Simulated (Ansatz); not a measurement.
# What CdAgCl3 (model cell, started as cubic perovskite with Cd in the octahedra) distorts into

Aim: this structure of CdAgCl3 (model cell, started as cubic perovskite with Cd in the octahedra) is to be tested for unstable modes, and one is followed downhill.

Calculated with Ansatz 0.2.0; DFT PBEsol, scalar-relativistic, plane waves, PAW.

The structure was built from a prototype and need not be the compound's stable phase.

**1. Starting point**

It takes space group Pm-3m (No. 221, cubic). The conventional cell has a = 5.059 Å, b = 5.059 Å, c = 5.059 Å, α = 90.00°, β = 90.00°, γ = 90.00°. Nearest to Ag lie 12 Cl at 3.58 Å. Nearest to Cd lie 6 Cl at 2.53 Å. Nearest to Cl lie 2 Cd at 2.53 Å. Farther neighbours and most contacts between anions are not listed.

**2. Phonons on a q mesh**

The cell comes from relaxations at this level that are not shown. Stability and thermal properties need the whole zone. Linear response on a 2×2×2 q mesh gives force constants as far as a supercell of that size would, and the tensors from the zone-centre run are typed in so that the long-range dipole term is interpolated apart.

input.yaml reads:

```yaml
crystal:
  lattice:
    - [5.0585249677, 0.0, 0.0]
    - [0.0, 5.0585249677, 0.0]
    - [0.0, 0.0, 5.0585249677]
  atoms:
    - { symbol: Ag, position: [0.0, 0.0, 0.0] }
    - { symbol: Cd, position: [0.5, 0.5, 0.5] }
    - { symbol: Cl, position: [0.5, 0.5, 0.0] }
    - { symbol: Cl, position: [0.5, 0.0, 0.5] }
    - { symbol: Cl, position: [0.0, 0.5, 0.5] }
kpoints:
  mp_grid: { grid: [6, 6, 6] }
hamiltonian:
  xc: pbesol
scf:
  occupations: { method: fixed }
output:
  eigenvalues: true
phonons:
  method: dfpt
  qmesh: [2, 2, 2]
  temperatures: { t_max: 1000, t_step: 50 }
  qpath:
    path:
      - [[0.0, 0.0, 0.0], [0.0, 0.5, 0.0], [0.5, 0.5, 0.0], [0.0, 0.0, 0.0], [0.5, 0.5, 0.5], [0.0, 0.5, 0.0]]
      - [[0.5, 0.5, 0.5], [0.5, 0.5, 0.0]]
    npoints: 10
  non_analytic_term:
    high_frequency_dielectric_tensor: [[4.1296, 0.0, 0.0], [0.0, 4.1296, 0.0], [0.0, 0.0, 4.1296]]
    born_effective_charges:
      - { species: Ag, tensor: [[1.745, 0.0, 0.0], [0.0, 1.745, 0.0], [0.0, 0.0, 1.745]] }
      - { species: Cd, tensor: [[2.5865, 0.0, 0.0], [0.0, 2.5865, 0.0], [0.0, 0.0, 2.5865]] }
      - { species: Cl, tensor: [[-1.1142, 0.0, 0.0], [0.0, -1.1142, 0.0], [0.0, 0.0, -2.1031]] }
      - { species: Cl, tensor: [[-1.1142, 0.0, 0.0], [0.0, -2.1031, 0.0], [0.0, 0.0, -1.1142]] }
      - { species: Cl, tensor: [[-2.1031, 0.0, 0.0], [0.0, -1.1142, 0.0], [0.0, 0.0, -1.1142]] }
    source: "zone-centre run at this cell"
```

On the command line:

```bash
ansatz run input.yaml --threads 8 --pin off --max-ram 14336MiB --backend cpu --events-out ev --progress --plain --runs-dir out
```

Numbers of over 12 decimals in the logs are rounded to 6 here.

The program printed:

```text
Engine: ansatz 0.2.0, aarch64-unknown-linux-gnu
Pseudopotentials: kind: paw
Pseudopotential: Ag, paw, valence charge 19, recommended cutoff 420 eV (normal), Ag.paw.azcp
Pseudopotential: Cd, paw, valence charge 20, recommended cutoff 420 eV (normal), Cd.paw.azcp
Pseudopotential: Cl, paw, valence charge 7, recommended cutoff 420 eV (normal), Cl.paw.azcp
Functional definition: PBEsol
  exchange = pbesol_x
  correlation = pbesol_c
Crystal: 5 atoms, lattice volume = 129.441 Å³
Basis set: ecut = 420 eV, 2517 PW (Γ), exchange–correlation on 72×72×72 points (8 copies of the dense FFT grid, shifted against one another)
Bands: 36, of which v1, the nominal top of the filled ones, is band 30 counted from 1 (29 counted from 0)
Symmetry: 48 space group operations
k-points: 20 of 216
Non-local potential: Ag, projectors of the file, l = 0: 3, l = 1: 2, l = 2: 2, l = 3: 1
Non-local potential: Cd, projectors of the file, l = 0: 3, l = 1: 2, l = 2: 2, l = 3: 1
Non-local potential: Cl, projectors of the file, l = 0: 2, l = 1: 2, l = 2: 2
PAW form: soft (Blöchl's): semilocal exchange-correlation on the pseudo side does not see the compensation charge
PAW frozen core: Ag, regenerated for the run's functional, and the local potential with it (the file was generated under x = pbe(κ = 0.804, μ = 0.219515), c = pbe(β = 0.066725))
PAW frozen core: Cd, regenerated for the run's functional, and the local potential with it (the file was generated under x = pbe(κ = 0.804, μ = 0.219515), c = pbe(β = 0.066725))
PAW frozen core: Cl, regenerated for the run's functional, and the local potential with it (the file was generated under x = pbe(κ = 0.804, μ = 0.219515), c = pbe(β = 0.066725))
PAW one-centre angular grid: Ag, 590 points (default); XC on 64 Gauss nodes
PAW one-centre angular grid: Cd, 590 points (default); XC on 64 Gauss nodes
PAW one-centre angular grid: Cl, 110 points (default); XC on 64 Gauss nodes
Initial density: superposition of atomic densities (neutral atoms: chi_scale 0, normalization atom), corrected by the library's trained network
Initial wavefunctions: pseudopotential atomic-orbital guess
Functional: x = pbesol(κ = 0.804, μ = 0.123457), c = pbesol(β = 0.046)
SCF iter   1: F=—  HF=-18890.973292 eV  |F-HF|=—  |Δ(HF+E_count)|=         —  Δρ=5.07e-3  dr2=4.12e-2  ethr=1.77e-3  ⟨swp⟩=4.6  Hψ=2449  notcnv=0  defer=70
preconditioner: auto → Resta (q_TF=auto, 2.400 Å⁻¹)  ε∞=5.2  [insulator: Δε(μ)=1.115 eV  Ē_g=10.538 eV  n_scr=26 (ndim 8)  ℏωp=21.6 eV  f_vac=0.057  ε∞_Penn≈5.2]
SCF iter   2: F=—  HF=-18890.962724 eV  |F-HF|=—  |Δ(HF+E_count)|=   1.06e-2  Δρ=2.03e-3  dr2=7.20e-3  ethr=6.87e-5  ⟨swp⟩=2.0  Hψ=1144  notcnv=0  defer=76
SCF iter   3: F=—  HF=-18890.960871 eV  |F-HF|=—  |Δ(HF+E_count)|=   1.85e-3  Δρ=5.99e-4  dr2=6.78e-4  ethr=1.20e-5  ⟨swp⟩=2.0  Hψ=1145  notcnv=0  defer=76
SCF iter   4: F=—  HF=-18890.960815 eV  |F-HF|=—  |Δ(HF+E_count)|=   5.66e-5  Δρ=2.35e-4  dr2=8.32e-5  ethr=1.13e-6  ⟨swp⟩=2.0  Hψ=889  notcnv=0  defer=62
SCF iter   5: F=—  HF=-18890.960830 eV  |F-HF|=—  |Δ(HF+E_count)|=   1.55e-5  Δρ=4.69e-5  dr2=2.88e-6  ethr=1.39e-7  ⟨swp⟩=2.0  Hψ=1070  notcnv=0  defer=29
SCF iter   6: F=—  HF=-18890.960849 eV  |F-HF|=—  |Δ(HF+E_count)|=   1.82e-5  Δρ=2.09e-5  dr2=4.89e-7  ethr=4.80e-9  ⟨swp⟩=2.0  Hψ=1218  notcnv=0  defer=26
SCF iter   7: F=—  HF=-18890.960848 eV  |F-HF|=—  |Δ(HF+E_count)|=   6.48e-8  Δρ=4.54e-6  dr2=2.99e-8  ethr=8.15e-10  ⟨swp⟩=2.1  Hψ=1177  notcnv=0  defer=26
SCF iter   8: F=—  HF=-18890.960848 eV  |F-HF|=—  |Δ(HF+E_count)|=   1.69e-8  Δρ=1.01e-6  dr2=1.02e-9  ethr=4.98e-11  ⟨swp⟩=2.0  Hψ=1094  notcnv=0  defer=26
SCF iter   9: F=—  HF=-18890.960848 eV  |F-HF|=—  |Δ(HF+E_count)|=  9.24e-10  Δρ=2.46e-7  dr2=7.32e-11  ethr=1.70e-12  ⟨swp⟩=2.0  Hψ=1029  notcnv=0  defer=26
SCF iter  10: F=-18890.960848 eV  HF=-18890.960848 eV  |F-HF|=3.64e-12  |Δ(HF+E_count)|=  8.37e-11  Δρ=4.98e-8  dr2=4.28e-12  ethr=1.00e-12  ⟨swp⟩=12.2  Hψ=3836  notcnv=0
SCF 1 converged in 10 iterations: F = -18890.960848 eV  dr2 = 4.28e-12
  greatest PAW one-centre occupation: 1.000 electrons in one spin orbital (limit 2), on the Ag atom at site 0 (counted from 0), in its partial waves of l = 0
NSCF: frozen V_eff on 20 k-points
NSCF: frozen V_eff on 64 k-points
DFPT response loops at q = (0, 0, 0) (fractional): preconditioner auto → Resta (q_TF=auto, 2.400 Å⁻¹)  ε∞=7.3 (no band partly filled); β = 1.00, the filter's whole step (`scf.mixing.beta` (0.50) is not read by the response loops at its default; to damp them type it under 1.00, their step now; it binds the ground state too); Broyden in place of MSR1
NSCF: frozen V_eff on 128 k-points
DFPT response loops at q = (0, 0, -0.5) (fractional): mixed as the last ones told, above
NSCF: frozen V_eff on 128 k-points
DFPT response loops at q = (0, -0.5, -0.5) (fractional): mixed as the last ones told, above
NSCF: frozen V_eff on 128 k-points
DFPT response loops at q = (-0.5, -0.5, -0.5) (fractional): mixed as the last ones told, above
SCF converged after 10 iterations
Free energy (F): -18890.960848 eV
Harris-Foulkes:  -18890.960848 eV  (|F-HF|=3.64e-12)
Internal energy: -18890.960848 eV  (E = F + TS)
E sigma→0 (E₀):  -18890.960848 eV
Fermi energy:    4.457435 eV
--- Per-component energies (eV) ---
  E_band       = -1006.738683
  E_kinetic    = 1514.097642
  E_local      = -8257.483140  (includes V_loc(G=0)·N_el)
  E_nonlocal   = 214.090261
  E_hartree    = 3643.578405
  E_xc         = -671.265440
  E_vxc        = -811.677792  (∫ρ·V_xc dr)
  E_paw        = -9780.526086  (= ΣΔE_a)
  E_vpaw       = -952.923068  (= ΣTr[D̂ρ^β])
  E_aug_tail   = 0.000598  (compensation charges beyond the density's cutoff)
  E_ewald      = -5554.353083
  E_core_change = 0.899995  (= ΣΔE_core)
  E_smearing   = -0.000000  (= −TS)
  E_closure    = 0.000000  (closes the sum)
  Σ components = -18890.960848   (vs F -18890.960848, Δ=0.00e0)
--- Band table (eV; the first three rows and the last of 20) ---
  k-point 0: bands = [... 26 lower, 3.2720, 3.3914, 3.3914, 3.3914, 5.5780, 6.3164, 12.5729, 12.5729, ... 2 higher]
  k-point 1: bands = [... 26 lower, 3.2675, 3.3085, 3.4050, 3.4050, 5.9409, 6.8926, 11.4883, 12.3735, ... 2 higher]
  k-point 2: bands = [... 26 lower, 3.1580, 3.3689, 3.5063, 3.5063, 6.6668, 8.2456, 10.2265, 11.8653, ... 2 higher]
  k-point 19: bands = [... 26 lower, 3.9810, 3.9810, 4.4574, 4.4574, 6.0540, 10.7709, 10.7709, 10.7709, ... 2 higher]
--- Phonons (Γ-DFPT): 4 representative perturbations + reference (Σ response iterations 12) ---
  ASR residual: 4.514e-5 → 0.000e0 eV/Å²; symmetrization residual: 1.368e-5 eV/Å²
  ASR residual per site (eV/Å²): 4.12e-5 4.51e-5 1.80e-5 1.80e-5 1.80e-5
  Γ frequencies (cm⁻¹): -94.62 -94.62 -94.62 -86.85 -86.85 -86.85 0.00 0.00 0.00 51.13 51.13 51.13 292.66 292.66 292.66
--- Phonons (arbitrary-q DFPT): 4 irreducible q on the 2×2×2 mesh ---
  q = [0.0000, 0.0000, 0.0000] (star 1, of the zone-centre solve; hermiticity 2.93e-6, symmetrization 4.27e-12): -94.62 -94.62 -94.62 -86.85 -86.85 -86.85 -0.00 -0.00 0.00 51.13 51.13 51.13 292.66 292.66 292.66
  q = [0.0000, 0.0000, -0.5000] (star 3, 9 solved perturbations in 504 linear systems a pass and spin channel, the states on 64 of 216 k-point pairs; hermiticity 2.47e-6, symmetrization 4.14e-12): -86.84 -86.84 -81.79 -79.87 -79.87 -28.81 16.98 16.98 46.81 46.81 69.36 145.88 288.47 292.50 292.50
  q = [0.0000, -0.5000, -0.5000] (star 3, 9 solved perturbations in 504 linear systems a pass and spin channel, the states on 64 of 216 k-point pairs; hermiticity 5.69e-6, symmetrization 9.85e-13): -125.82 -89.39 -89.39 -68.00 -68.00 -55.24 53.14 55.16 55.16 93.82 145.77 145.77 198.83 292.75 315.49
  q = [-0.5000, -0.5000, -0.5000] (star 1, 4 solved perturbations in 184 linear systems a pass and spin channel, the states on 64 of 216 k-point pairs; hermiticity 1.36e-6, symmetrization 6.11e-12): -126.08 -126.08 -126.08 -79.24 -79.24 -79.24 99.06 99.06 99.06 145.80 145.80 145.80 198.13 198.13 336.03
  sum rule: each row above includes the acoustic sum rule's correction from the zone centre's row sums; it moved no ω² by more than (0.37 cm⁻¹)²
  mesh force constants: q→R imaginary residual 4.13e-18; ASR residual 4.514e-5 → 0.000e0 eV/Å²; symmetrization residual 7.994e-15 eV/Å²
  interpolated dispersion: 63 rows × 15 modes
  density of states and harmonic sums: on the 12×12×12 q-mesh, interpolated from the force constants of a 2×2×2 supercell (with the dipole–dipole term of supplied tensors)
  largest difference from the sums on the solved wave vectors: F 7.91e-3 eV, S 3.50e-5 and C_V 2.55e-5 eV/K
  zero-point energy: 0.081868 eV/cell   skipped modes (ω ≤ 0): 514, of them read as no rigid motion or as one in doubt: 511 (6.076e0 modes/cell left out, lowest -126.08 cm⁻¹)   left out of the sums: 4.05e-1 of the cell's modes: C_V's classical limit lies that fraction below 3 k_B per atom; for a crystal, a wire or a layer, F and S can be off by more, and a phonons.interpolated_qmesh denser along its periods is the remedy for the sampling
```

The job ended after 69 s (8 threads of Arm Neoverse V2, shared host; peak memory 1.2 GiB).

This step gave:

```yaml
gap_on_the_k_mesh: 1.121 eV
volume_per_atom: 25.89 Å³
sum_rule_residual_before_enforcement: 4.51e-5 eV/Å²
lowest_frequency_on_the_path: -126.1 cm⁻¹
point_group: m-3m
highest_frequency_on_the_path_or_at_a_solved_wavevector: 336.0 cm⁻¹
highest_optical_mode_at_the_zone_centre_no_lo_to_term: 292.7 cm⁻¹
lowest_optical_zone_centre_mode: -94.62 cm⁻¹
lowest_mode_on_the_q_mesh_acoustic_modes_at_gamma_apart: -126.1 cm⁻¹
```

Frequencies (cm⁻¹) solved at each irreducible wavevector; negative means imaginary. Frequencies by wavevector, by row:

| q in reciprocal lattice units | star | mode 1 | mode 2 | mode 3 | mode 4 | mode 13 | mode 14 | mode 15 |
| --- | --- | --- | --- | --- | --- | --- | --- | --- |
| 0 0 0 | 1 | -94.6 | -94.6 | -94.6 | -86.8 | 292.7 | 292.7 | 292.7 |
| 0 0 -0.5 | 3 | -86.8 | -86.8 | -81.8 | -79.9 | 288.5 | 292.5 | 292.5 |
| 0 -0.5 -0.5 | 3 | -125.8 | -89.4 | -89.4 | -68 | 198.8 | 292.8 | 315.5 |
| -0.5 -0.5 -0.5 | 1 | -126.1 | -126.1 | -126.1 | -79.2 | 198.1 | 198.1 | 336 |

Interpolated from a 2×2×2 q mesh, with the LO-TO term (at Γ the limit along the path; where Γ stands inside the path, tables give the limit on arrival). Phonon branches along the path, in cm⁻¹:

| point | branch 1 | branch 2 | branch 3 | branch 4 | branch 12 | branch 13 | branch 14 | branch 15 |
| --- | --- | --- | --- | --- | --- | --- | --- | --- |
| Γ | -95 | -95 | -87 | -87 | 85 | 293 | 293 | 316 |
| halfway | -91 | -91 | -84 | -83 | 108 | 293 | 293 | 304 |
| X | -87 | -87 | -82 | -80 | 146 | 288 | 292 | 292 |
| halfway | -112 | -86 | -85 | -81 | 146 | 237 | 293 | 315 |
| M | -126 | -89 | -89 | -68 | 146 | 199 | 293 | 316 |
| halfway | -106 | -90 | -87 | -78 | 113 | 259 | 293 | 318 |
| Γ | -95 | -95 | -87 | -87 | 85 | 293 | 293 | 316 |
| halfway | -106 | -102 | -102 | -76 | 116 | 258 | 258 | 331 |
| R | -126 | -126 | -126 | -79 | 146 | 198 | 198 | 336 |
| halfway | -114 | -109 | -101 | -78 | 146 | 228 | 256 | 331 |
| X | -87 | -87 | -82 | -80 | 146 | 288 | 292 | 292 |
| jump to R | -126 | -126 | -126 | -79 | 146 | 198 | 198 | 336 |
| halfway | -126 | -111 | -111 | -78 | 146 | 198 | 244 | 333 |
| M | -126 | -89 | -89 | -68 | 146 | 199 | 293 | 316 |

Symmetry leaves 4 wavevectors to solve. The lowest mode among them, the acoustic zeros apart, lies at q = (-0.5, -0.5, -0.5) and is imaginary, 126.1i cm⁻¹, so the energy falls along it.

**3. The mode frozen in, largest atomic shift 0 Å**

The mode followed lies at Γ with frequency 94.6i cm⁻¹ and is 3-fold degenerate, one of the unstable modes though not the softest. At small amplitude the distorted cell has space group no. 38 by a symmetry search on the positions. The undistorted cell that holds it gives the zero of energy on the same k mesh.

input.yaml, the sections that differ from step 2:

```yaml
scf:
  occupations: { method: gaussian, width: 0.02 }
output:
  forces: true
  stress: true
  eigenvalues: true
# crystal, kpoints, hamiltonian: as in step 2
# phonons: removed
```

The program printed:

```text
[...]
Crystal: 5 atoms, lattice volume = 129.441 Å³
Basis set: ecut = 420 eV, 2517 PW (Γ), exchange–correlation on 72×72×72 points (8 copies of the dense FFT grid, shifted against one another)
Bands: 36, of which v1, the nominal top of the filled ones, is band 30 counted from 1 (29 counted from 0)
Symmetry: 48 space group operations
[...]
k-points: 20 of 216
[...]
k-point 0: bands = [... 26 lower, 3.2719, 3.3913, 3.3913, 3.3913, 5.5780, 6.3164, 12.5729, 12.5729, ... 1 higher]
  k-point 1: bands = [... 26 lower, 3.2674, 3.3085, 3.4050, 3.4050, 5.9409, 6.8925, 11.4883, 12.3734, ... 1 higher]
  k-point 2: bands = [... 26 lower, 3.1579, 3.3689, 3.5063, 3.5063, 6.6668, 8.2456, 10.2264, 11.8653, ... 1 higher]
  k-point 19: bands = [... 26 lower, 3.9809, 3.9809, 4.4574, 4.4574, 6.0540, 10.7708, 10.7708, 10.7708, ... 1 higher]
[key lines of the parts left out:]
SCF converged after 7 iterations
Free energy (F): -18890.960848 eV
Fermi energy:    5.017833 eV
P = ⅓ Tr σ = -0.0086 GPa (-0.086 kbar)
```

Elapsed: 0.73 s, on 8 threads; peak memory 0.56 GiB.

This step gave:

| Quantity | Value |
| --- | --- |
| pressure | -0.008570 GPa |
| energy from the undistorted cell | 0 meV/atom |

At this level the gap is 1.12 eV on the k-mesh of the self-consistent run, which can miss the band edges.

**4. The mode frozen in, largest atomic shift 0.6 Å**

The atoms are moved along the unstable eigenvector, the largest shift by 0.6 Å, with the cell fixed.

input.yaml, the sections that differ from step 3:

```yaml
crystal:
  lattice:
    - [5.0585249677, 0.0, 0.0]
    - [0.0, 5.0585249677, 0.0]
    - [0.0, 0.0, 5.0585249677]
  atoms:
    - { symbol: Ag, position: [0.0, 0.0637979072, 0.0637979072] }
    - { symbol: Cd, position: [0.5, 0.4983056983, 0.4983056983] }
    - { symbol: Cl, position: [0.5, 0.416128897, -0.0210110291] }
    - { symbol: Cl, position: [0.5, -0.0210110291, 0.416128897] }
    - { symbol: Cl, position: [0.0, 0.416128897, 0.416128897] }
# kpoints, hamiltonian, scf, output: as in step 3
```

The program printed:

```text
[...]
Crystal: 5 atoms, lattice volume = 129.441 Å³
Basis set: ecut = 420 eV, 2517 PW (Γ), exchange–correlation on 72×72×72 points (8 copies of the dense FFT grid, shifted against one another)
Bands: 36, of which v1, the nominal top of the filled ones, is band 30 counted from 1 (29 counted from 0)
Symmetry: 4 space group operations
[...]
k-points: 52 of 216 (time reversal used)
[...]
k-point 0: bands = [... 26 lower, 3.5111, 3.6661, 3.7870, 4.0243, 6.0793, 6.7104, 11.2029, 12.2336, ... 1 higher]
  k-point 1: bands = [... 26 lower, 3.4822, 3.5439, 3.7986, 4.0047, 6.5315, 7.0861, 11.0643, 12.1066, ... 1 higher]
  k-point 2: bands = [... 26 lower, 3.3106, 3.5451, 3.8221, 3.9639, 7.2838, 8.1521, 10.4080, 12.0216, ... 1 higher]
  k-point 51: bands = [... 26 lower, 4.0213, 4.0820, 4.2282, 4.3906, 7.0282, 9.9438, 10.5794, 11.1097, ... 1 higher]
[key lines of the parts left out:]
SCF converged after 8 iterations
Free energy (F): -18891.445191 eV
Fermi energy:    5.234952 eV
P = ⅓ Tr σ = 0.8642 GPa (8.642 kbar)
```

Wall time 2.4 s (8 threads); peak memory 0.58 GiB.

This step gave:

| Item | Value |
| --- | --- |
| pressure | 0.8642 GPa |
| gap on the k-mesh | 1.689 eV |
| energy from the undistorted cell | -96.87 meV/atom |

The energy, extrapolated to zero smearing, is -96.87 meV/atom against the undistorted cell.

The run ends at a pressure of 0.86 GPa, with forces up to 0.38 eV/Å.

**5. Energy along the mode, all amplitudes (two of the runs are shown above)**

An imaginary frequency means negative curvature, so the energy should fall and then rise again as anharmonic terms take over.

Numbers from this step:

* depth at the lowest point sampled: 96.87 meV/atom
* largest atomic shift at that point: 0.6 Å

The energy from the parent by largest atomic shift:

| largest atomic shift (Å) | energy from the parent (meV/atom) |
| --- | --- |
| 0.000 | 0 |
| 0.040 | -0.713 |
| 0.080 | -2.84 |
| 0.140 | -8.59 |
| 0.220 | -20.6 |
| 0.320 | -41.3 |
| 0.450 | -72.4 |
| 0.600 | -96.9 |

Displacement at unit largest shift by atom:

| atom | x (Å) | y (Å) | z (Å) | size |
| --- | --- | --- | --- | --- |
| Ag1 | 0.000 | 0.538 | 0.538 | 0.761 |
| Cd2 | 0.000 | -0.014 | -0.014 | 0.020 |
| Cl3 | 0.000 | -0.707 | -0.177 | 0.729 |
| Cl4 | 0.000 | -0.177 | -0.707 | 0.729 |
| Cl5 | 0.000 | -0.707 | -0.707 | 1.000 |

The lowest of the steps tried is the last one, at 0.6 Å, 96.9 meV/atom below the parent; the bottom of the well need not coincide with a step.

[end of part 1 of 3]

[Logs are printed without paths, hosts, clocks, repeated set-up lines and the standing remarks that a program may print on its own settings, such as how far it seeks lower states.]

[Hosts, paths, dates, database ids (printed as entryN), source tags and the programs' standing remarks are cut or masked in the printed files.]
